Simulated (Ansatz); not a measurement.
# Local environments in liquid pyrrole, made at 300 K (150 atoms)

Density of this cell: 0.970 g/cm³. The cell holds 150 atoms: 60 C, 15 N and 75 H. Its edges and angles: a = 11.988 Å, b = 11.988 Å, c = 11.988 Å, α = 90.0°, β = 90.0°, γ = 90.0°. The starting structure: 15 pyrrole placed at random, at 0.97 g/cm³; overlaps pushed apart, then 10 ps at 450 K with MMFF94 bonds, angles, torsions, charges and radii (Halgren, J. Comput. Chem. 17, 490 (1996)) in harmonic and 12-6 forms. Snapshot after 20 ps at 300 K and fixed volume.

Computed with Ansatz 0.2.0: Kohn-Sham DFT, LDA, PAW (set soft_2), plane waves; cutoff 420 eV, Γ point, gaussian smearing of 0.025 eV. Geometry: the last frame of 114 fs of DFT dynamics near 291 K.

The whole cell was solved; only parts of it are printed.

The surroundings of C135, which bears the longest force, nearest first, numbered as they follow in the input and with coordinates relative to it.

```csv
atom,x,y,z,distance (Å),bonds,Löwdin charge (e),Fx,Fy,Fz (eV/Å)
C135,0.00,0.00,0.00,0.00,3,-0.15,-0.99,4.08,-1.63
H140,-0.05,-0.93,-0.44,1.03,1,0.23,0.06,-2.58,-0.41
N134,0.18,0.35,1.27,1.33,3,-0.15,0.42,0.61,2.41
C131,-0.26,1.21,-0.73,1.44,3,-0.25,1.03,-0.52,0.47
H139,0.39,-0.30,2.12,2.17,1,0.32,-0.57,0.93,-1.72
C133,0.08,1.74,1.39,2.23,3,-0.08,1.10,-1.35,2.55
H136,-0.47,1.32,-1.83,2.30,1,0.19,0.25,-0.32,0.90
C132,-0.09,2.31,0.20,2.32,3,-0.21,-0.73,-1.28,-2.69
H99,2.22,1.12,-0.38,2.52,1,0.33,1.47,0.14,-0.29
H87,-2.41,0.46,0.95,2.63,1,0.19,0.79,-0.63,-0.79
H18,-2.27,-1.40,-1.44,3.03,1,0.19,0.07,0.43,-0.06
H138,0.16,2.21,2.38,3.25,1,0.19,0.04,-0.26,-0.29
H137,-0.12,3.33,-0.12,3.34,1,0.21,-0.19,0.49,0.29
H39,-2.86,1.70,-0.58,3.38,1,0.33,0.67,-0.82,1.45
C82,-2.83,1.06,1.72,3.47,3,-0.23,-1.73,1.75,1.24
N94,3.22,1.08,-0.77,3.48,3,-0.13,-2.10,-0.49,1.43
H98,2.59,-0.16,-2.37,3.51,1,0.19,0.92,0.53,0.60
C42,0.25,-3.17,1.89,3.70,3,-0.23,-0.26,-1.12,-1.12
H47,1.12,-3.33,1.30,3.75,1,0.20,0.79,-0.12,-0.50
C93,3.45,0.35,-1.84,3.93,3,-0.11,-0.59,-2.63,-3.15
C13,-3.03,-2.16,-1.35,3.96,3,-0.09,0.88,0.22,-0.30
H86,-1.59,0.74,3.56,3.97,1,0.17,0.31,-0.04,-0.16
C43,0.21,-2.57,3.10,4.03,3,-0.12,0.23,0.09,0.98
H7,3.18,0.52,2.50,4.08,1,0.20,-0.17,-0.23,-0.53
C81,-2.43,1.22,3.06,4.09,3,-0.21,1.56,-1.38,1.33
H56,-1.56,0.00,-3.83,4.13,1,0.17,-0.08,0.22,-0.32
C41,-1.04,-3.68,1.58,4.14,3,-0.21,0.68,0.10,-2.34
N34,-3.26,2.35,-1.20,4.20,3,-0.16,-0.64,0.86,-2.13
H28,1.43,-3.02,-2.61,4.24,1,0.20,-0.35,-0.38,0.10
H46,-1.31,-4.12,0.57,4.36,1,0.19,0.13,0.43,1.36
H40,-2.98,1.23,-2.99,4.40,1,0.19,0.18,-1.08,-0.33
H68,1.50,2.28,-3.56,4.49,1,0.21,-0.56,-0.56,0.09
H19,-1.65,-3.76,-1.83,4.49,1,0.32,-2.15,0.42,0.26
N44,-1.06,-2.66,3.51,4.53,3,-0.15,-1.28,0.83,1.93
```

The column of bonds counts only the pairs H-C within 1.34 Å, H-N within 1.27 Å, C-C within 1.82 Å, C-N within 1.79 Å; other neighbours, such as metal atoms beside each other in a compound, aren't counted, and periodic images can show an atom twice.

Local excerpt of 49 atoms (numbers count through the whole input) about N74, one of the 15 N atoms; x, y, z are measured from there.

```csv
atom,x,y,z,distance (Å),bonds,Löwdin charge (e),Fx,Fy,Fz (eV/Å)
N74,0.00,0.00,0.00,0.00,3,-0.14,0.57,1.29,-1.02
H79,0.10,-0.50,-0.95,1.08,1,0.32,-0.09,0.48,1.40
C75,-0.34,-0.50,1.20,1.35,3,-0.10,-0.63,-1.13,-1.03
C73,0.03,1.37,0.11,1.37,3,-0.11,-0.41,0.55,-1.89
H80,-0.39,-1.58,1.21,2.03,1,0.21,-0.17,-0.43,0.70
H78,0.17,1.97,-0.87,2.16,1,0.19,-0.03,-0.70,1.73
C71,-0.69,0.51,2.04,2.21,3,-0.23,0.63,0.87,0.44
C72,-0.42,1.73,1.39,2.26,3,-0.25,0.73,-0.43,-1.78
H29,-2.22,1.41,0.19,2.64,1,0.32,-0.20,-0.04,-0.20
C61,-0.32,-0.81,-3.11,3.23,3,-0.25,0.74,-1.98,0.65
H76,-0.91,0.46,3.08,3.24,1,0.21,-0.34,-0.34,0.90
H66,-0.01,0.21,-3.27,3.28,1,0.21,0.05,0.41,-0.47
H77,-0.41,2.78,1.70,3.29,1,0.21,-0.25,-0.18,0.38
H106,2.21,-0.65,2.35,3.29,1,0.22,-0.94,0.13,-1.82
N24,-2.96,1.47,-0.53,3.35,3,-0.17,-0.35,-0.67,-1.38
C65,0.58,-1.89,-2.76,3.40,3,-0.15,-1.63,2.61,-0.41
H16,2.34,2.62,0.45,3.54,1,0.20,1.16,0.11,-0.21
H70,1.63,-1.86,-2.59,3.58,1,0.22,0.82,-0.15,0.03
C62,-1.64,-1.35,-3.04,3.71,3,-0.20,-0.11,1.30,-0.30
N64,-0.18,-2.94,-2.48,3.85,3,-0.15,-1.06,-0.14,0.38
H30,-3.91,-0.40,-0.25,3.94,1,0.21,-0.27,-0.59,-0.03
C25,-3.84,0.44,-0.92,3.97,3,-0.10,0.71,2.63,0.69
C63,-1.49,-2.62,-2.60,3.98,3,-0.12,0.05,-0.76,-0.27
H100,0.61,-3.57,1.80,4.04,1,0.22,0.49,0.59,0.41
C23,-3.01,2.47,-1.48,4.16,3,-0.12,0.32,-0.04,0.85
C95,0.65,-4.07,0.85,4.21,3,-0.11,-1.11,1.04,0.37
H37,4.08,-0.33,-1.05,4.22,1,0.19,-0.04,-0.09,-0.28
C101,2.59,-0.64,3.32,4.26,3,-0.22,2.53,0.41,2.58
H67,-2.64,-0.87,-3.28,4.30,1,0.20,1.25,-0.31,0.32
H28,-2.31,3.33,-1.44,4.30,1,0.20,-0.35,-0.38,0.10
H69,0.07,-3.83,-2.01,4.32,1,0.32,0.49,-0.05,-0.10
C11,3.40,2.92,0.20,4.49,3,-0.21,0.27,0.10,0.13
N94,-0.52,-4.56,0.39,4.61,3,-0.13,-2.10,-0.49,1.43
H137,-3.85,-2.31,1.05,4.61,1,0.21,-0.19,0.49,0.29
C91,1.59,-4.34,-0.08,4.62,3,-0.20,1.43,-1.01,-0.22
H96,2.57,-3.89,-0.06,4.66,1,0.20,0.60,-0.14,-0.04
C32,4.38,-1.37,-0.97,4.69,3,-0.21,-0.35,-0.29,-0.13
H47,-2.61,3.02,2.46,4.69,1,0.20,0.79,-0.12,-0.50
H68,-2.24,-3.36,-2.40,4.70,1,0.21,-0.56,-0.56,0.09
H20,4.58,1.04,-0.16,4.70,1,0.20,0.11,-1.51,-0.04
H130,3.28,1.89,-2.93,4.79,1,0.21,0.03,0.06,-0.94
H99,-1.51,-4.52,0.79,4.83,1,0.33,1.47,0.14,-0.29
H107,0.89,-1.08,4.68,4.88,1,0.20,0.04,0.35,-0.04
C15,4.49,2.08,-0.10,4.95,3,-0.13,0.00,2.97,-0.45
C102,1.94,-0.79,4.54,5.00,3,-0.22,-1.51,-0.91,0.42
C21,-4.56,0.91,-2.00,5.06,3,-0.22,1.58,0.33,0.29
C33,4.67,-1.99,0.21,5.08,3,-0.10,0.77,-0.48,1.46
H118,-3.29,-1.14,3.75,5.12,1,0.20,-0.16,0.06,-0.07
C22,-3.98,2.17,-2.40,5.13,3,-0.23,-0.98,-0.32,0.11
```

The column of bonds counts only the pairs H-C within 1.34 Å, H-N within 1.27 Å, C-C within 1.82 Å, C-N within 1.79 Å; other neighbours, such as metal atoms beside each other in a compound, aren't counted, and periodic images can show an atom twice.

The surroundings of H70, picked at random, nearest first, numbered as they follow in the input and with coordinates relative to it.

```csv
atom,x,y,z,distance (Å),bonds,Löwdin charge (e),Fx,Fy,Fz (eV/Å)
H70,0.00,0.00,0.00,0.00,1,0.22,0.82,-0.15,0.03
C65,-1.05,-0.03,-0.17,1.07,3,-0.15,-1.63,2.61,-0.41
N64,-1.82,-1.09,0.11,2.12,3,-0.15,-1.06,-0.14,0.38
C61,-1.95,1.05,-0.52,2.27,3,-0.25,0.74,-1.98,0.65
H69,-1.56,-1.97,0.59,2.58,1,0.32,0.49,-0.05,-0.10
H79,-1.54,1.36,1.64,2.62,1,0.32,-0.09,0.48,1.40
H66,-1.64,2.07,-0.68,2.73,1,0.21,0.05,0.41,-0.47
H36,2.84,-0.33,-0.44,2.89,1,0.20,-0.30,0.08,-0.95
C31,2.86,-0.50,0.62,2.97,3,-0.23,0.45,0.03,0.76
H10,-0.48,-2.30,-1.89,3.01,1,0.21,0.97,-0.51,0.66
H108,1.09,1.04,-2.75,3.13,1,0.22,-0.33,-0.24,1.00
C63,-3.13,-0.76,0.00,3.22,3,-0.12,0.05,-0.76,-0.27
C32,2.75,0.49,1.63,3.23,3,-0.21,-0.35,-0.29,-0.13
H37,2.44,1.53,1.54,3.27,1,0.19,-0.04,-0.09,-0.28
C62,-3.28,0.51,-0.45,3.35,3,-0.20,-0.11,1.30,-0.30
H96,0.93,-2.03,2.54,3.38,1,0.20,0.60,-0.14,-0.04
H9,-2.38,-0.87,-2.38,3.48,1,0.34,-0.02,0.88,1.45
C91,-0.05,-2.49,2.51,3.53,3,-0.20,1.43,-1.01,-0.22
N74,-1.63,1.86,2.59,3.58,3,-0.14,0.57,1.29,-1.02
H97,-0.07,-3.70,0.62,3.75,1,0.21,-0.31,-0.29,0.44
C92,-0.56,-3.43,1.57,3.82,3,-0.24,-0.98,2.00,0.62
C35,3.27,-1.67,1.22,3.87,3,-0.12,-0.31,1.39,0.22
C5,-1.00,-2.47,-2.80,3.87,3,-0.11,-0.88,1.60,0.30
N4,-1.98,-1.54,-3.00,3.91,3,-0.16,-0.64,-1.01,-1.66
```

The column of bonds counts only the pairs H-C within 1.34 Å, H-N within 1.27 Å, C-C within 1.82 Å, C-N within 1.79 Å; other neighbours, such as metal atoms beside each other in a compound, aren't counted, and periodic images can show an atom twice.

Length of the force by element:

```csv
element,coordination,atoms,mean length of the force (eV/Å),spread,least,most
C,all,60,1.84,0.927,0.304,4.50
H,all,75,0.994,0.506,0.182,2.62
N,all,15,2.04,0.620,1.13,3.29
```

Löwdin charges by element (they lack the spilled electrons, 0.031 e an atom on average):

```csv
element,coordination,atoms,mean charge (e),spread,least,most
C,all,60,-0.168,0.0562,-0.251,-0.0808
H,all,75,0.226,0.0513,0.158,0.338
N,all,15,-0.152,0.0132,-0.175,-0.12
```

The network of contacts between molecules at the start is that of the classical potential that made the cell, and needn't be the one that DFT or experiment would give. The functional has no dispersion term, which matters for the binding between molecules or layers, where LDA binds through overlap of densities alone. The density was typed from a rule of thumb and may lie off the real one at this temperature. Only the Γ point is sampled, in a cell whose shortest periodic width is 12 Å. The Löwdin charges lack the electrons that the projection spills, 0.031 e an atom on average.

[Logs are printed without paths, hosts, clocks, repeated set-up lines and the standing remarks that a program may print on its own settings, such as how far it seeks lower states.]

[Hosts, paths, dates, database ids (printed as entryN), source tags and the programs' standing remarks are cut or masked in the printed files.]

[The MMFF94 radii named for the starting cell were scaled by 0.96; in molecules described by MMFF94, hydrogen bound to N, O or S took a small fixed 12-6 site in their place.]
